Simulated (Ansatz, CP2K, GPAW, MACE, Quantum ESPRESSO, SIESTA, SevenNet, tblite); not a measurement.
**Running Ag(111)/Be(0001) interface (62 atoms) with tblite**

Wanted: tblite inputs and outputs for Ag(111)/Be(0001) interface (62 atoms), checked against a plane-wave reference.

Program: tblite 0.8.0. Level of theory: the method is named at each step. Results are calculated unless marked as measured.

## 1. Starting point

The cell holds 62 atoms: 14 Ag and 48 Be. Cell: a = 7.781 Å, b = 7.781 Å, c = 12.536 Å, α = 90.0°, β = 90.0°, γ = 60.0°. Fcc Ag(111), 2 repeat layers, 7 surface cells, strained +1.81 and +1.81 %; hcp Be(0001), 2 layers, 12 cells, -1.75 and -1.75 %; outer planes 2.37 Å apart and 2.39 Å at the second interface of the periodic stack; not relaxed, displaced by a Gaussian of 0.02 Å. Then every atom was moved at random, 0.03 Å r.m.s. a Cartesian component. Regions: Ag, 14 atoms (14 Ag); Be, 48 atoms (48 Be). The structure's axis is c.

The yardstick, on the same geometry:

```
method                 : Kohn-Sham DFT, PBE, SSSP efficiency 1.3.0 pseudopotentials, plane waves (Quantum ESPRESSO 7.5); sssp-pbe-1.3.0-efficiency, cutoffs 45/360 Ry, Γ point
r.m.s. force component : 0.4074 eV/Å
longest force          : 1.222 eV/Å
pressure               : -1.323 GPa
time                   : 1.8 min on 2 MPI ranks of Arm Neoverse V1, shared host
CPU time               : 3.6 min
```

## 2. GFN1-xTB

Method: GFN1-xTB tight binding, diagonalisation.

Contents of run.py:

```python
import numpy as np
from ase.io import read
from tblite.ase import TBLite

atoms = read("structure.xyz")
atoms.calc = TBLite(method="GFN1-xTB", electronic_temperature=580, accuracy=1.0, max_iterations=250, mixer_damping=0.1, verbosity=1)
energy = atoms.get_potential_energy()
forces = atoms.get_forces()
print(f"energy {energy:.6f} eV")
print("forces (eV/A)")
for i, (a, f) in enumerate(zip(atoms, forces)):
    print(f"{i:4d} {a.symbol:2s} {f[0]:10.5f} {f[1]:10.5f} {f[2]:10.5f}")
stress = -atoms.get_stress(voigt=False) * 160.21766
print("stress (GPa, compression positive)")
for row in stress:
    print(" ".join(f"{x:10.4f}" for x in row))
print("charges (e)")
print(np.array2string(atoms.get_charges(), precision=4, suppress_small=True, max_line_width=110, threshold=100000))
```

Contents of structure.xyz:

```xyz
62
Lattice="7.78060 0.00000 0.00000 3.89030 6.73820 0.00000 0.00000 0.00000 12.53554" Properties=species:S:1:pos:R:3 pbc="T T T"
Ag 3.37950 3.91139 0.01905
Ag 6.66128 3.20024 2.33249
Ag 6.13100 4.88378 0.01366
Ag 9.41962 4.18489 2.32735
Ag 8.89245 5.78771 12.44917
Ag 4.46272 5.12117 2.29639
Ag 3.94760 6.72290 12.50558
Ag 7.21180 6.11970 2.35079
Ag 2.82848 0.96747 0.00188
Ag 6.15107 0.35477 2.31343
Ag 5.58795 1.94411 0.03159
Ag 1.18627 1.25283 2.30579
Ag 8.30851 2.89743 0.04500
Ag 3.79281 2.19490 2.31682
Be 4.27065 4.43111 4.65069
Be 3.69882 3.33716 6.57376
Be 4.37581 4.48292 8.30291
Be 3.62335 3.31425 10.14476
Be 2.42338 3.41984 4.70008
Be 1.70356 2.22657 6.48125
Be 2.41743 3.33096 8.28975
Be 1.72928 2.21168 10.11555
Be 2.41860 1.11868 4.69092
Be 5.63669 6.61779 6.49253
Be 2.41280 1.10028 8.33037
Be 5.68906 6.72183 10.18663
Be 8.23553 4.45179 4.68453
Be 7.55835 3.30542 6.48213
Be 8.20507 4.45388 8.30906
Be 7.53006 3.36667 10.18262
Be 8.27342 2.29247 4.80926
Be 7.58219 1.10884 6.46596
Be 8.27327 2.23493 8.34478
Be 7.64179 1.11234 10.10640
Be 4.32897 6.69265 4.62975
Be 3.73905 5.60901 6.54681
Be 4.29917 6.72904 8.40069
Be 3.73442 5.59614 10.08860
Be 6.26720 3.36856 4.67388
Be 5.65521 2.27313 6.48514
Be 6.20822 3.37934 8.33476
Be 5.60911 2.27037 10.17221
Be 6.26720 1.08498 4.77579
Be 9.58963 6.69986 6.48313
Be 6.27591 1.08579 8.36735
Be 9.45814 6.71711 10.15993
Be 10.18819 5.61110 4.73618
Be 9.55333 4.45139 6.52299
Be 10.17773 5.62397 8.44783
Be 9.59367 4.51911 10.15604
Be 4.29742 2.17678 4.61233
Be 3.66019 1.09273 6.47085
Be 4.29878 2.21202 8.35757
Be 3.74196 1.12656 10.15178
Be 8.24814 6.69629 4.70910
Be 7.51641 5.63657 6.52763
[... 2 atom lines left out ...]
Be 6.34084 5.59560 4.72740
Be 5.66214 4.50307 6.51447
Be 6.25245 5.65315 8.24137
Be 5.62456 4.54970 10.13837
```

Run with:

```sh
> OMP_NUM_THREADS=1 python run.py > output.txt
```

The program printed:

```text
------------------------------------------------------------
  cycle        total energy    energy error   density error
------------------------------------------------------------
      1     -87.17702618268  -8.7211581E+01   1.3459505E+00
      2     -88.08116731058  -9.0414113E-01   1.1634873E+00
      3     -45.02065675998   4.3060511E+01   1.0001198E+00
      4     -88.16632190232  -4.3145665E+01   2.7920317E-01
      5     -89.04642311170  -8.8010121E-01   2.2009283E-01
      6     -89.79771045163  -7.5128734E-01   7.6782301E-02
      7     -90.07770669300  -2.7999624E-01   4.7326451E-02
      8     -90.09278219646  -1.5075503E-02   3.2838675E-02
      9     -90.11503626400  -2.2254068E-02   2.2066779E-02
     10     -90.11140547986   3.6307841E-03   1.8028951E-02
     11     -90.12048208525  -9.0766054E-03   4.2793336E-03
     12     -90.12142324336  -9.4115811E-04   2.9362724E-03
     13     -90.12155504433  -1.3180097E-04   8.5386119E-04
     14     -90.12154513234   9.9119844E-06   1.0340792E-03
     15     -90.12158574610  -4.0613754E-05   2.8124440E-04
     16     -90.12158449068   1.2554174E-06   2.5327933E-04
     17     -90.12158554750  -1.0568154E-06   1.5497298E-04
     18     -90.12158602735  -4.7985493E-07   9.0766270E-05
     19     -90.12158614439  -1.1703746E-07   1.8513856E-05
------------------------------------------------------------
 total:                                   3.287 sec
energy -2452.333270 eV
forces (eV/A)
   0 Ag   -0.31387   -0.33432   -0.28136
   1 Ag    0.01169    0.00766   -0.10302
   2 Ag    0.18531   -0.39631   -0.23013
   3 Ag    0.07992    0.21463    0.16986
   4 Ag    0.23838   -0.06042    0.19665
   5 Ag   -0.09156    0.02835    0.38238
   6 Ag   -0.33467    0.36077   -0.31315
   7 Ag    0.43272   -0.47475    0.16541
   8 Ag   -0.13519    0.35281   -0.55464
   9 Ag   -0.07056   -0.23249    0.16310
  10 Ag   -0.11837   -0.07854   -0.00902
  11 Ag   -0.85071    0.17649    0.51658
  12 Ag    0.30546   -0.08486   -0.45640
  13 Ag    0.63005    0.60234   -0.26074
  14 Be    0.19462    0.02057   -0.05802
  15 Be    0.06181    0.11744    0.01206
  16 Be   -0.18415    0.06973   -0.16464
  17 Be   -0.03414    0.23762    0.31957
  18 Be    0.05354   -0.27875   -0.36028
  19 Be    0.56010   -0.12348    0.64853
  20 Be   -0.34264    0.21965   -0.22280
  21 Be    0.06558    0.03469    0.59526
  22 Be   -0.51648   -0.02172   -0.43676
  23 Be   -0.41678    1.11241    0.13832
[...]
54 Be    0.17864    0.06185   -0.45364
  55 Be    0.87873   -0.40637    0.37276
  56 Be    0.05469    0.23438   -0.34017
  57 Be   -0.03577   -0.16281    0.35992
  58 Be   -0.27636   -0.29420   -0.63461
  59 Be   -0.23940   -0.42643    0.09664
  60 Be    0.24888   -0.38776    0.37944
  61 Be    0.33371   -0.20561    0.13322
stress (GPa, compression positive)
   27.0724     0.2678     0.1317
    0.2678    27.0987     0.0379
    0.1317     0.0379    11.8835
charges (e)
[-0.042  -0.0349 -0.0346 -0.0375 -0.0296 -0.0348 -0.0374 -0.0349 -0.0326 -0.0403 -0.0362 -0.0441 -0.0414
 -0.0296 -0.0149  0.0294  0.0341 -0.0041 -0.0016  0.0261  0.0304 -0.0087 -0.0154  0.0304  0.0459 -0.0106
 -0.0127  0.0429  0.0178 -0.0188  0.0055  0.0264  0.03   -0.0117 -0.0227  0.0437  0.0402 -0.008  -0.0242
  0.0339  0.038  -0.0254 -0.0048  0.0284  0.0407 -0.0044 -0.0075  0.0359  0.0271 -0.0157 -0.0294  0.0392
  0.0245 -0.0141 -0.0074  0.0292  0.0284 -0.0137 -0.0017  0.0299  0.045  -0.0159]
```

Run time: 4 s. Hardware: 1 thread of Arm Neoverse V1, shared host; peak memory 0.11 GiB.

Banners, paths, timers and routine set-up lines are dropped from the logs unmarked, and long logs keep their key lines alone; longer cuts are marked.

Against the reference:

| Item | Value |
| --- | --- |
| r.m.s. force component | 0.3684 eV/Å |
| r.m.s. difference of force components | 281.5 meV/Å |
| longest difference of force vectors | 793.1 meV/Å |
| force difference over r.m.s. force | 69.09 % |
| slope of forces against the reference's | 0.6702 |
| correlation of force components | 0.7411 |
| pressure | 22.02 GPa |
| pressure difference | 23.34 GPa |

Length of the force difference by element (eV/Å):

```tsv
element	atoms	mean	most
Ag	14	0.59	0.79
Be	48	0.43	0.73
```

The surroundings of Be51, whose charge lies farthest from its element's mean, nearest first, numbered as they follow in the input and with coordinates relative to it.

```tsv
atom	x	y	z	distance (Å)	Mulliken charge (e)	Fx	Fy	Fz (eV/Å)
Be51	0.00	0.00	0.00	0.00	-0.03	0.50	0.16	0.39
Be23	-1.88	-1.06	0.08	2.16	-0.02	-0.52	-0.02	-0.44
Be55	0.06	-2.22	0.10	2.22	-0.01	0.18	0.06	-0.45
Be52	-0.64	-1.08	1.86	2.24	0.04	0.28	0.12	0.53
Be19	-1.87	1.24	0.09	2.25	0.00	0.05	-0.28	-0.36
Be15	-0.03	2.25	0.04	2.25	-0.01	0.19	0.02	-0.06
Be43	1.97	-1.09	0.16	2.26	0.00	-0.22	0.22	-0.66
Be39	1.97	1.19	0.06	2.30	-0.02	0.02	0.14	0.13
Be40	1.36	0.10	1.87	2.32	0.03	-0.34	-0.41	0.41
Ag14	-0.50	0.02	-2.30	2.35	-0.03	0.63	0.60	-0.26
Be16	-0.60	1.16	1.96	2.36	0.03	0.06	0.12	0.01
```

Atoms are counted from 1 here, from 0 in the log.

Forces lie 69 % from the reference's, at 0.019 times its CPU time (on 1 against 2 cores).

## 3. What came out

| Property | Result |
| --- | --- |
| force difference from the reference | tblite GFN1-xTB, 69 % |
| its CPU time | 4 s |

In words: Tight binding differs by 69 % (tblite GFN1-xTB); it is another model, with fitted parameters of its own, and the xTB methods hold dispersion. One electronic-structure run takes under half the reference's CPU time: tblite GFN1-xTB, at 69 % in 4 s against 3.6 min, too far off to be of use; its pressure misses by +23.3 GPa. Periodic xTB results under one method name differ between programs and library versions. The reference's pressure holds the uncorrected Pulay stress of its 45 Ry basis, so small pressure differences, and their order, may be the reference's own error. The reference's stress is far from hydrostatic: its diagonal is 6.7, 7.0, -17.7 GPa, compression counted positive. The host structure and its lattice constant were typed by rule, without a check against the phase diagram. The electronic-structure runs sample only Γ, in a cell whose shortest periodic width is 7 Å, which is coarse for a cell with partly filled levels.

[Also dropped from logs without a mark: logging warnings of Python, and SIESTA's first energy breakdown and zero terms.]

[Logs are printed without paths, hosts, clocks, repeated set-up lines and the standing remarks that a program may print on its own settings, such as how far it seeks lower states.]

[Hosts, paths, dates, database ids (printed as entryN), source tags and the programs' standing remarks are cut or masked in the printed files.]
